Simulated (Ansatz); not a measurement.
# Electron scattering at the Σ3 (111) boundary in fcc Ag, starting shift (0.33, 0), part 3 of 3

Wanted: what the Σ3 (111) boundary in fcc Ag, starting shift (0.33, 0) costs an interconnect.

Ansatz 0.2.0; Ansatz plane-wave DFT, PBE, PAW files; relaxation of a bicrystal slab with its lowest layers held; PAW set soft_1 (the session's first sound run).

So far. Step 3 (Transmission across the boundary): Over the solved energies the transmission per spin lies between 0.778 and 0.783, out of 0.797 channels of the lead on average (up to 0.797). The log calls the step of a lead's potential too much. Step 4 (Specific resistance): Averaged over the energies near the Fermi level, 97.9 % of the channels pass, which makes 0.0251 fΩ m².

**5. Single-crystal slab for reference**

The free faces cost energy too. A single-crystal slab with the same faces and held layers is relaxed, so that they cancel.

This step: Ansatz plane-wave DFT, PBE, PAW files; relaxation of a single-crystal slab with its lowest layers held; PAW set soft_1 (Ansatz 0.2.0).

System of this step: Ag slab, plane (1, 1, 1). The cell holds 8 atoms: 8 Ag. Cell: a = 2.889 Å, b = 2.889 Å, c = 27.514 Å, α = 90.0°, β = 90.0°, γ = 120.0°. It derives from Ag. Vacuum lies along c.

input.yaml

```yaml
crystal:
  lattice:
    - [2.8893797293, 0.0, 0.0]
    - [-1.4446898646, 2.5022762467, 0.0]
    - [0.0, 0.0, 27.51418069]
  atoms:
    - { symbol: Ag, position: [0.6666666667, 0.3333333332, 0.1817244735] }
    - { symbol: Ag, position: [0.0, 0.9999999999, 0.2674682104] }
    - { symbol: Ag, position: [0.3333333334, 0.6666666666, 0.3532119473] }
    - { symbol: Ag, position: [0.6666666667, 0.3333333333, 0.4389556842] }
    - { symbol: Ag, position: [0.0, 1.0, 0.5246994211] }
    - { symbol: Ag, position: [0.3333333333, 0.6666666666, 0.610443158] }
    - { symbol: Ag, position: [0.6666666667, 0.3333333333, 0.6961868949] }
    - { symbol: Ag, position: [0.0, 0.0, 0.7819306318] }
kpoints:
  mp_grid: { grid: [9, 9, 1] }
hamiltonian:
  xc: pbe
  pseudopotentials: { kind: paw, azcp: { folder: soft_1 } }
scf:
  occupations: { method: fermi_dirac, width: 0.1 }
relax:
  f_tol: 0.03
  max_steps: 80
  constraints: [{ sites: [0, 1] }]
```

Command:

```console
> ansatz run input.yaml --threads 4 --pin off --max-ram 15360MiB --backend cpu --events-out ev --progress --plain --runs-dir out
```

Numbers of over 12 decimals in the logs are rounded to 6 here.

What it wrote:

```text
Warning: crystal.symmetry: narrowed to the stabiliser of the relax constraints — unitary ops 12 → 6; lowered at sites 0, 1, 6, 7 (the operations that carried what is held of a site onto what its image site leaves free; the constrained walk keeps no symmetry that its constraints do not admit)
[...]
Crystal: 8 atoms, lattice volume = 198.928 Å³
Basis set: ecut = 420 eV, 3883 PW (Γ), exchange–correlation on 40×40×384 points (8 copies of the dense FFT grid, shifted against one another)
Bands: 92, of which v1, the nominal top of the filled ones, is band 76 counted from 1 (75 counted from 0)
Symmetry: 6 space group operations
k-points: 12 of 81 (time reversal used)
[...]
SCF iter   1: F=—  HF=-60726.079619 eV  |F-HF|=—  |Δ(HF+E_count)|=         —  Δρ=5.59e-2  dr2=6.76e0  ethr=3.10e-3  ⟨swp⟩=6.2  Hψ=3863  notcnv=0  defer=19
[...]
SCF iter   7: F=-60724.270308 eV  HF=-60724.270312 eV  |F-HF|=4.52e-6  |Δ(HF+E_count)|=   1.89e-5  Δρ=4.45e-5  dr2=6.29e-6  ethr=1.29e-8  ⟨swp⟩=4.8  Hψ=3674  notcnv=0
SCF 1 converged in 7 iterations: F = -60724.270308 eV  dr2 = 6.29e-6
[...]
relax step   1: F+E_penalty+E_count = -60724.27030760 eV  Δ(F+E_penalty+E_count) = +0.000e0 eV  max|allowed force component| = 1.742e-1 eV/Å  Δτ_max = 0.0000 Å  (7 SCF iters, dr2 threshold 2.25e-5 eV, accepted)
[...]
SCF iter   6: F=-60724.299805 eV  HF=-60724.299806 eV  |F-HF|=3.19e-7  |Δ(HF+E_count)|=   8.68e-8  Δρ=2.29e-5  dr2=1.41e-6  ethr=1.25e-9  ⟨swp⟩=5.1  Hψ=3991  notcnv=0
SCF 2 converged in 6 iterations: F = -60724.299805 eV  dr2 = 1.41e-6
relax step   2: F+E_penalty+E_count = -60724.29980544 eV  Δ(F+E_penalty+E_count) = -2.950e-2 eV  max|allowed force component| = 7.387e-2 eV/Å  Δτ_max = 0.1911 Å  (6 SCF iters, dr2 threshold 1.90e-6 eV, accepted)
SCF iter   1: F=—  HF=-60724.360747 eV  |F-HF|=—  |Δ(HF+E_count)|=         —  Δρ=7.79e-3  dr2=1.41e-1  ethr=8.54e-4  ⟨swp⟩=6.8  Hψ=3346  notcnv=0  defer=67
[...]
SCF iter   8: F=-60724.316982 eV  HF=-60724.316982 eV  |F-HF|=1.34e-8  |Δ(HF+E_count)|=   1.72e-7  Δρ=2.90e-6  dr2=2.23e-8  ethr=6.58e-11  ⟨swp⟩=5.0  Hψ=3749  notcnv=0
SCF 3 converged in 8 iterations: F = -60724.316982 eV  dr2 = 2.23e-8
relax step   3: F+E_penalty+E_count = -60724.31698172 eV  Δ(F+E_penalty+E_count) = -1.718e-2 eV  max|allowed force component| = 2.277e-2 eV/Å  Δτ_max = 0.1951 Å  (8 SCF iters, accepted)
SCF iter   1: F=—  HF=-60724.318332 eV  |F-HF|=—  |Δ(HF+E_count)|=         —  Δρ=1.22e-3  dr2=3.74e-3  ethr=2.22e-5  ⟨swp⟩=3.6  Hψ=2197  notcnv=0  defer=76
[...]
SCF iter   6: F=-60724.317344 eV  HF=-60724.317344 eV  |F-HF|=1.80e-8  |Δ(HF+E_count)|=   9.58e-8  Δρ=3.22e-6  dr2=4.95e-8  ethr=6.58e-11  ⟨swp⟩=4.0  Hψ=4502  notcnv=0
SCF 4 converged in 6 iterations: F = -60724.317344 eV  dr2 = 4.95e-8
relax step   4: F+E_penalty+E_count = -60724.31734398 eV  Δ(F+E_penalty+E_count) = -3.623e-4 eV  max|allowed force component| = 2.840e-3 eV/Å  Δτ_max = 0.0315 Å  (6 SCF iters, accepted)
SCF converged after 6 iterations
Free energy (F): -60724.317344 eV
[...]
Internal energy: -60724.262825 eV  (E = F + TS)
E sigma→0 (E₀):  -60724.290085 eV
Entropy (-TS):   -0.054519 eV (-6.815 meV/atom)
Fermi energy:    10.457394 eV
[...]
--- Forces (eV/Å), atoms counted from 1 ---
  atom   1  Ag     0.00000000     0.00000000    -0.15930738
  atom   2  Ag     0.00000000    -0.00000000     0.15987348
  atom   3  Ag    -0.00000000    -0.00000000    -0.00247057
  atom   4  Ag     0.00000000    -0.00000000     0.00017855
  atom   5  Ag    -0.00000000     0.00000000     0.00177423
  atom   6  Ag     0.00000000    -0.00000000     0.00239545
  atom   7  Ag    -0.00000000    -0.00000000    -0.00284006
  atom   8  Ag    -0.00000000    -0.00000000     0.00023371
  max |Σ_I F_I| component: 1.63e-4 eV/Å
--- Relaxed structure (4 steps of the walk, 4 accepted, 0 SCFs on fresh bases) ---
  F+E_penalty+E_count = -60724.31734398 eV   max|allowed force component| = 2.840e-3 eV/Å
  atoms:
    - { symbol: Ag, position: [0.666667, 0.333333, 0.1817244735] }
    - { symbol: Ag, position: [0.0, 1.0, 0.2674682104] }
    - { symbol: Ag, position: [0.333333, 0.666667, 0.355845] }
    - { symbol: Ag, position: [0.666667, 0.333333, 0.443939] }
    - { symbol: Ag, position: [0.0, 1.0, 0.532789] }
    - { symbol: Ag, position: [0.333333, 0.666667, 0.620892] }
    - { symbol: Ag, position: [0.666667, 0.333333, 0.709182] }
    - { symbol: Ag, position: [-6.302828629500674e-17, -1.3787378526681325e-17, 0.796940] }
```

Run time: 18 s. Hardware: 4 threads of Arm Neoverse V1, shared host; peak memory 0.68 GiB.

Relaxation path:

```csv
step,energy less that of the first step (eV),largest force component (eV/Å)
1,0.0000,0.1742
2,-0.0295,0.0739
3,-0.0467,0.0228
4,-0.0470,0.0028
```

The atoms that moved most (Å):

```csv
atom,dx,dy,dz,length
Ag8,0.000,0.000,0.413,0.413
Ag7,0.000,0.000,0.358,0.358
Ag6,0.000,0.000,0.287,0.287
Ag5,0.000,0.000,0.223,0.223
Ag4,0.000,0.000,0.137,0.137
Ag3,0.000,0.000,0.072,0.072
```

Final coordinates:

```xyz
8
Lattice="2.8894 0.0000 0.0000 -1.4447 2.5023 0.0000 0.0000 0.0000 27.5142" Properties=species:S:1:pos:R:3
Ag    1.4447    0.8341    5.0000
Ag   -1.4447    2.5023    7.3592
Ag    0.0000    1.6682    9.7908
Ag    1.4447    0.8341   12.2146
Ag   -1.4447    2.5023   14.6592
Ag    0.0000    1.6682   17.0833
Ag    1.4447    0.8341   19.5126
Ag    0.0000    0.0000   21.9272
```

This step gave:

```yaml
free_energy: -60724.3173 eV
energy_at_zero_smearing: -60724.2901 eV
fermi_energy: 10.46 eV
```

The largest force component on a free atom ends at 0.0028 eV/Å, under the tolerance of 0.03, after 4 steps.

**6. Bulk reference**

The perfect crystal gives the energy per atom, for the atoms by which bicrystal and slab differ.

This step: Ansatz plane-wave DFT, PBE, PAW files; bulk reference; PAW set soft_1 (Ansatz 0.2.0).

System of this step: Ag. The structure is cubic, space group Fm-3m (No. 225). Conventional cell: a = 4.086 Å, b = 4.086 Å, c = 4.086 Å, α = 90.00°, β = 90.00°, γ = 90.00°. Ag has 12 Ag at 2.89 Å nearest.

input.yaml, the sections that differ from step 5:

```yaml
crystal:
  lattice:
    - [0.0, 2.0431, 2.0431]
    - [2.0431, 0.0, 2.0431]
    - [2.0431, 2.0431, 0.0]
  atoms:
    - { symbol: Ag, position: [0.0, 0.0, 0.0] }
kpoints:
  mp_grid: { grid: [18, 18, 18] }
# hamiltonian, scf: as in step 5
# relax: removed
```

What it wrote:

```text
[...]
Crystal: 1 atoms, lattice volume = 17.057 Å³
Basis set: ecut = 420 eV, 331 PW (Γ)
Bands: 14, of which v1, the nominal top of the filled ones, is band 10 counted from 1 (9 counted from 0)
Symmetry: 48 space group operations
[...]
k-points: 195 of 5832
[...]
SCF iter   1: F=—  HF=-7590.851917 eV  |F-HF|=—  |Δ(HF+E_count)|=         —  Δρ=6.99e-2  dr2=8.91e-1  ethr=3.10e-3  ⟨swp⟩=4.8  Hψ=13598  notcnv=0
[...]
SCF iter   6: F=-7590.609256 eV  HF=-7590.609256 eV  |F-HF|=2.22e-9  |Δ(HF+E_count)|=   1.52e-7  Δρ=5.85e-6  dr2=5.76e-9  ethr=4.40e-10  ⟨swp⟩=1.0  Hψ=7318  notcnv=0
SCF 1 converged in 6 iterations: F = -7590.609256 eV  dr2 = 5.76e-9
[...]
SCF converged after 6 iterations
Free energy (F): -7590.609256 eV
[...]
Internal energy: -7590.601829 eV  (E = F + TS)
E sigma→0 (E₀):  -7590.605543 eV
Entropy (-TS):   -0.007428 eV (-7.428 meV/atom)
Fermi energy:    17.239152 eV
[...]
```

It took 0.67 s on 4 threads; peak memory 0.28 GiB.

Numbers from this step:

| Quantity | Value |
| --- | --- |
| free energy | -7590.6093 eV |
| energy at zero smearing | -7590.6055 eV |
| Fermi energy | 17.24 eV |

**7. Boundary energy**

This step: Ansatz plane-wave DFT, PBE, PAW files; bicrystal less single-crystal slab less bulk atoms, a boundary area; PAW set soft_1 (Ansatz 0.2.0).

Numbers from this step:

- excess energy of the cell: 2.58e-4 eV
- boundary energy: 5.72e-4 J/m²

The boundary costs 5.7e-4 J/m², under the few hundredths of a J/m² that differences of such thin slabs resolve.

By hand: 2.6e-4 eV / 7.23 Å² × 16.02 = 5.7e-4 J/m².

**8. What came out**

* specific resistance of the boundary: 0.0251 fΩ m²
* share of channels that pass: 0.979
* boundary energy: 5.7e-4 J/m²

The boundary has a specific resistance of 0.025 fΩ m² and an energy of 5.7e-4 J/m². The boundary reflects 2.1 % of the channels; 0.025 fΩ m² is 0.25×10⁻¹² Ω·cm². That equals the resistance of 1.5 nm of bulk Ag at 300 K (measured 1.629 µΩ cm, CRC Handbook of Chemistry and Physics, 84th ed., 2003, Electrical Resistivity of Pure Metals). In the relaxation the upper grain slid sideways by about 0.9 Å, so the result belongs to the position that it found, not to the starting one. For this plane that is the coherent twin. A lead's potential steps by up to 38 meV from period to period, which the log calls too much, so longer leads could move the result.

[Logs are printed without paths, hosts, clocks, repeated set-up lines and the standing remarks that a program may print on its own settings, such as how far it seeks lower states.]

[Hosts, paths, dates, database ids (printed as entryN), source tags and the programs' standing remarks are cut or masked in the printed files.]
